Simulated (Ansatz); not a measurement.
# Br on Ag(100): change of the work function, part 3 of 3

How does Br on the hollow site change the work function of Ag(100) as the layer fills?

Ansatz 0.2.0; plane-wave DFT, PBE, Ansatz PAW.

So far, work function, upper face (eV): step 2 (the clean slab) 4.24; step 3 (17 atoms, coverage 0.25 ML, cell 2x2) 5.01.

**4. Adsorbate added, k-mesh 12×12×1, coverage 1 ML**

System of this step: Br/Ag(100). The cell holds 5 atoms: 4 Ag and 1 Br. Cell: a = 2.892 Å, b = 2.892 Å, c = 26.036 Å, α = 90.0°, β = 90.0°, γ = 90.0°. Vacuum lies along c.

Another coverage, to see how the dipoles act on each other as their distance changes.

input.yaml reads:

```yaml
crystal:
  lattice:
    - [2.8920667351, 0.0, 0.0]
    - [0.0, 2.8920667351, 0.0]
    - [0.0, 0.0, 26.0357444796]
  atoms:
    - { symbol: Ag, position: [0.5, 0.5, 0.3456786115] }
    - { symbol: Ag, position: [0.0, 0.0, 0.4242244737] }
    - { symbol: Ag, position: [0.5, 0.5, 0.5051898316] }
    - { symbol: Ag, position: [0.0, 0.0, 0.5848860313] }
    - { symbol: Br, position: [0.5, 0.5, 0.6543213885] }
kpoints:
  mp_grid: { grid: [12, 12, 1] }
hamiltonian:
  xc: pbe
scf:
  occupations: { method: fermi_dirac, width: 0.1 }
  convergence: { dr2_threshold: 1.0e-08 }
efield:
  axis: 3
  dipole_correction: true
  ramp_position: 0.97
  ramp_width: 0.06
relax:
  f_tol: 0.02
  max_steps: 60
  constraints: [{ sites: [0, 1] }]
output:
  write_potential: true
  write_density: true
  volumetric_format: npy
```

Started as:

```sh
> ansatz run input.yaml --threads 4 --pin off --max-ram 6144MiB --backend cpu --events-out ev --progress --plain --runs-dir out
```

Numbers of over 12 decimals in the logs are rounded to 6 here.

The log of the run:

```text
[...]
Crystal: 5 atoms, lattice volume = 217.764 Å³
Basis set: ecut = 420 eV, 4211 PW (Γ), exchange–correlation on 40×40×360 points (8 copies of the dense FFT grid, shifted against one another)
Bands: 50, of which v1, the nominal top of the filled ones, is band 42 counted from 1 (41 counted from 0)
Symmetry: 8 space group operations
[...]
k-points: 28 of 144
[...]
SCF iter   1: F=—  HF=-33144.252342 eV  |F-HF|=—  |Δ(HF+E_count)|=         —  Δρ=6.70e-3  dr2=3.03e0  ethr=1.77e-3  p=-0.055 e·Å  D=-4.61e-2 V/Å  ΔV_dip=1.20 eV  dr2_dipole=1.50e0  V_vac-E_F(+/−)=4.99/3.79 eV  ⟨swp⟩=10.4  Hψ=6530  notcnv=0  defer=10
[...]
SCF iter   8: F=-33144.177714 eV  HF=-33144.177714 eV  |F-HF|=1.15e-8  |Δ(HF+E_count)|=   6.48e-8  Δρ=1.46e-6  dr2=5.08e-9  ethr=1.20e-11  p=-0.027 e·Å  D=-2.28e-2 V/Å  ΔV_dip=0.59 eV  dr2_dipole=9.94e-13  V_vac-E_F(+/−)=4.88/4.28 eV  ⟨swp⟩=10.1  Hψ=10211  notcnv=0
SCF 1 converged in 8 iterations: F = -33144.177714 eV  dr2 = 5.08e-9
[...]
relax step   1: F+E_penalty+E_count = -33144.17771394 eV  Δ(F+E_penalty+E_count) = +0.000e0 eV  max|allowed force component| = 1.663e0 eV/Å  Δτ_max = 0.0000 Å  (8 SCF iters, accepted)
[...]
SCF iter   8: F=-33144.465800 eV  HF=-33144.465800 eV  |F-HF|=5.47e-9  |Δ(HF+E_count)|=   1.44e-8  Δρ=7.94e-7  dr2=2.12e-9  ethr=1.20e-11  p=-0.034 e·Å  D=-2.82e-2 V/Å  ΔV_dip=0.73 eV  dr2_dipole=1.81e-11  V_vac-E_F(+/−)=5.02/4.29 eV  ⟨swp⟩=10.2  Hψ=10169  notcnv=0
SCF 2 converged in 8 iterations: F = -33144.465800 eV  dr2 = 2.12e-9
relax step   2: F+E_penalty+E_count = -33144.46580002 eV  Δ(F+E_penalty+E_count) = -2.881e-1 eV  max|allowed force component| = 5.990e-1 eV/Å  Δτ_max = 0.1946 Å  (8 SCF iters, accepted)
SCF iter   1: F=—  HF=-33144.544299 eV  |F-HF|=—  |Δ(HF+E_count)|=         —  Δρ=2.11e-3  dr2=1.82e-2  ethr=2.12e-4  p=-0.034 e·Å  D=-2.82e-2 V/Å  ΔV_dip=0.73 eV  dr2_dipole=7.14e-3  V_vac-E_F(+/−)=5.04/4.30 eV  ⟨swp⟩=5.7  Hψ=4288  notcnv=0  defer=48
[...]
SCF iter   7: F=-33144.541760 eV  HF=-33144.541760 eV  |F-HF|=2.68e-8  |Δ(HF+E_count)|=   1.19e-7  Δρ=2.20e-6  dr2=8.60e-9  ethr=1.20e-11  p=-0.040 e·Å  D=-3.33e-2 V/Å  ΔV_dip=0.87 eV  dr2_dipole=1.23e-9  V_vac-E_F(+/−)=5.12/4.26 eV  ⟨swp⟩=8.5  Hψ=10450  notcnv=0
SCF 3 converged in 7 iterations: F = -33144.541760 eV  dr2 = 8.60e-9
relax step   3: F+E_penalty+E_count = -33144.54176049 eV  Δ(F+E_penalty+E_count) = -7.596e-2 eV  max|allowed force component| = 2.708e-1 eV/Å  Δτ_max = 0.1947 Å  (7 SCF iters, accepted)
[...]
relax step   4: F+E_penalty+E_count = -33144.57252615 eV  Δ(F+E_penalty+E_count) = -3.077e-2 eV  max|allowed force component| = 1.065e-1 eV/Å  Δτ_max = 0.1926 Å  (7 SCF iters, accepted)
[...]
relax step   5: F+E_penalty+E_count = -33144.57977825 eV  Δ(F+E_penalty+E_count) = -7.252e-3 eV  max|allowed force component| = 1.423e-2 eV/Å  Δτ_max = 0.1478 Å  (7 SCF iters, accepted)
SCF iter   1: F=—  HF=-33144.580059 eV  |F-HF|=—  |Δ(HF+E_count)|=         —  Δρ=2.56e-4  dr2=1.33e-4  ethr=2.17e-6  p=-0.051 e·Å  D=-4.24e-2 V/Å  ΔV_dip=1.10 eV  dr2_dipole=5.25e-6  V_vac-E_F(+/−)=5.31/4.21 eV  ⟨swp⟩=3.2  Hψ=3229  notcnv=0  defer=50
[...]
SCF iter   6: F=-33144.579870 eV  HF=-33144.579870 eV  |F-HF|=5.25e-9  |Δ(HF+E_count)|=   1.86e-8  Δρ=1.96e-6  dr2=9.43e-9  ethr=1.20e-11  p=-0.051 e·Å  D=-4.25e-2 V/Å  ΔV_dip=1.11 eV  dr2_dipole=3.24e-10  V_vac-E_F(+/−)=5.32/4.21 eV  ⟨swp⟩=8.5  Hψ=10430  notcnv=0
SCF 6 converged in 6 iterations: F = -33144.579870 eV  dr2 = 9.43e-9
relax step   6: F+E_penalty+E_count = -33144.57986996 eV  Δ(F+E_penalty+E_count) = -9.171e-5 eV  max|allowed force component| = 1.578e-3 eV/Å  Δτ_max = 0.0138 Å  (6 SCF iters, accepted)
[...]
SCF converged after 6 iterations
Free energy (F): -33144.579870 eV
[...]
Internal energy: -33144.522682 eV  (E = F + TS)
E sigma→0 (E₀):  -33144.551276 eV
Entropy (-TS):   -0.057188 eV (-11.438 meV/atom)
Fermi energy:    3.433957 eV
Dipole field:    D = -0.042557 V/Å  (p = -0.051215 e·Å, saw-weighted, corrected)
Work function:   Φ+ = 5.3176 eV   Φ− = 4.2096 eV
[...]
--- Forces (eV/Å), atoms counted from 1 ---
  atom   1  Ag     0.00000000     0.00000000    -0.07722046
  atom   2  Ag    -0.00000000     0.00000000     0.07642401
  atom   3  Ag     0.00000000     0.00000000    -0.00124041
  atom   4  Ag     0.00000000     0.00000000     0.00157782
  atom   5  Br    -0.00000000     0.00000000     0.00043186
  max |Σ_I F_I| component: 2.72e-5 eV/Å
--- Band table (eV; the first three rows and the last of 28) ---
  k-point 0: bands = [... 38 lower, 0.5324, 0.5324, 1.2732, 3.6699, 3.6699, 3.8584, 6.1351, 7.5986, ... 4 higher]
  k-point 1: bands = [... 38 lower, 0.4244, 0.5554, 1.5799, 2.9664, 3.7235, 4.0919, 6.3505, 7.7314, ... 4 higher]
  k-point 2: bands = [... 38 lower, 0.4765, 0.5549, 1.5037, 2.1638, 3.8742, 4.6428, 6.8661, 8.1300, ... 4 higher]
  k-point 27: bands = [... 38 lower, 0.9221, 2.0074, 5.9337, 5.9337, 7.6907, 7.6907, 7.7180, 9.9914, ... 4 higher]
--- Relaxed structure (6 steps of the walk, 6 accepted, 0 SCFs on fresh bases) ---
  F+E_penalty+E_count = -33144.57986996 eV   max|allowed force component| = 1.578e-3 eV/Å
  atoms:
    - { symbol: Ag, position: [0.5, 0.5, 0.345679] }
    - { symbol: Ag, position: [0.0, 0.0, 0.4242244737] }
    - { symbol: Ag, position: [0.5, 0.5, 0.505897] }
    - { symbol: Ag, position: [0, 0.0, 0.586070] }
    - { symbol: Br, position: [0.5, 0.5, 0.682878] }
```

Wall time 27 s (4 threads of Arm Neoverse V2, shared host); peak memory 0.63 GiB.

Relaxation path:

```tsv
step	energy less that of the first step (eV)	largest force component (eV/Å)
1	0.0000	1.6627
2	-0.2881	0.5990
3	-0.3640	0.2708
4	-0.3948	0.1065
5	-0.4021	0.0142
6	-0.4022	0.0016
```

The run keeps the 8 symmetry operations that it works with, so distortions that break them were not tested.

The atoms that moved most (Å):

```tsv
atom	dx	dy	dz	length
Br5	0.000	0.000	0.743	0.743
Ag4	0.000	0.000	0.031	0.031
Ag3	0.000	0.000	0.018	0.018
```

The relaxed structure:

```cif
data_structure
_symmetry_space_group_name_H-M 'P 1'
_symmetry_Int_Tables_number 1
_cell_length_a 2.8921
_cell_length_b 2.8921
_cell_length_c 26.0357
_cell_angle_alpha 90.000
_cell_angle_beta 90.000
_cell_angle_gamma 90.000
_cell_volume 217.76
loop_
_atom_site_label
_atom_site_type_symbol
_atom_site_fract_x
_atom_site_fract_y
_atom_site_fract_z
_atom_site_occupancy
Ag1 Ag 0.50000 0.50000 0.34568 1
Ag2 Ag 0.00000 0.00000 0.42422 1
Ag3 Ag 0.50000 0.50000 0.50590 1
Ag4 Ag 0.00000 0.00000 0.58607 1
Br5 Br 0.50000 0.50000 0.68288 1
```

This step gave:

| Item | Value |
| --- | --- |
| energy at zero smearing | -33144.5513 eV |
| work function, upper face | 5.318 eV |
| work function, lower face | 4.210 eV |
| dipole along the normal | -0.05122 e·Å |
| step between the vacuum levels | 1.108 eV |

Running mean over 2.045 Å of the planar mean; the ramp of the sawtooth is left out. Electron's electrostatic potential energy less the Fermi level against z:

z (Å), electron's electrostatic potential energy less the Fermi level (eV) and a bar from the least value:
```
        4       4.21 ###########################
        5       4.21 ###########################
        6       4.16 ###########################
        7       3.60 ##########################
        8      -1.25 ##############
        9      -5.66 ###
       10      -5.97 ###
       11      -5.96 ###
       12      -5.45 ####
       13      -5.78 ###
       14      -5.64 ###
       15      -5.81 ###
       16      -3.73 ########
       17      -5.27 ####
       18      -7.04 
       19       0.68 ###################
       20       5.09 #############################
       21       5.31 ##############################
       22       5.32 ##############################
```

The relaxation took 6 steps and lowered the energy by 0.40 eV; the largest force on the free atoms ends at 0.0016 eV/Å.

The covered face has 5.32 eV, +1.07 eV against the clean one; the bare back face has moved by -0.02 eV, a measure of how thin the slab is.

**5. Work function against coverage**

This step: plane-wave DFT, PBE, Ansatz PAW; work function against coverage (Ansatz 0.2.0).

The runs are now put side by side.

Numbers from this step:

- work function of the clean face: 4.243 eV
- largest change of the work function: 1.075 eV

Table of work function of the covered face by coverage:

```tsv
coverage (adsorbates/nm²)	work function of the covered face (eV)
0.00	4.24
2.99	5.01
11.96	5.32
```

The dipole per adsorbate comes from the change of the cell's dipole. Coverage, by row:

```tsv
coverage (1/nm²)	coverage (ML)	work function (eV)	change (eV)	dipole per adsorbate, positive end outwards (debye)	mean height of the added atoms over the highest substrate atom (Å)
2.989	0.25	5.01	0.7674	-0.698	1.983
11.96	1	5.318	1.075	-0.244	2.52
```

**6. Results**

```json
{
 "work function of the clean face": "4.24 eV",
 "work function at 0.25 ML": "5.01 eV",
 "work function at 1 ML": "5.32 eV",
 "dipole per adsorbate at 0.25 ML, positive end outwards": "-0.70 D"
}
```

In words: Br raises the work function of Ag(100) at the lowest coverage, by 0.77 eV: the adsorbate layer has its negative end outwards. At the highest coverage the adsorbates are pressed to about 2.9 Å, closer than unbonded atoms of this kind usually come, so a real layer may not reach it. The slab has 4 layers, at the tabulated experimental lattice constant, one starting site was run, and quantum-size effects of a slab this thin can reach one or two tenths of an eV.

[Logs are printed without paths, hosts, clocks, repeated set-up lines and the standing remarks that a program may print on its own settings, such as how far it seeks lower states.]

[Hosts, paths, dates, database ids (printed as entryN), source tags and the programs' standing remarks are cut or masked in the printed files.]

[Maps of the electrostatic potential energy from Ansatz leave out the sawtooth potential of an applied field or a dipole correction, so their vacuum need not be flat; planar profiles and work functions include it.]
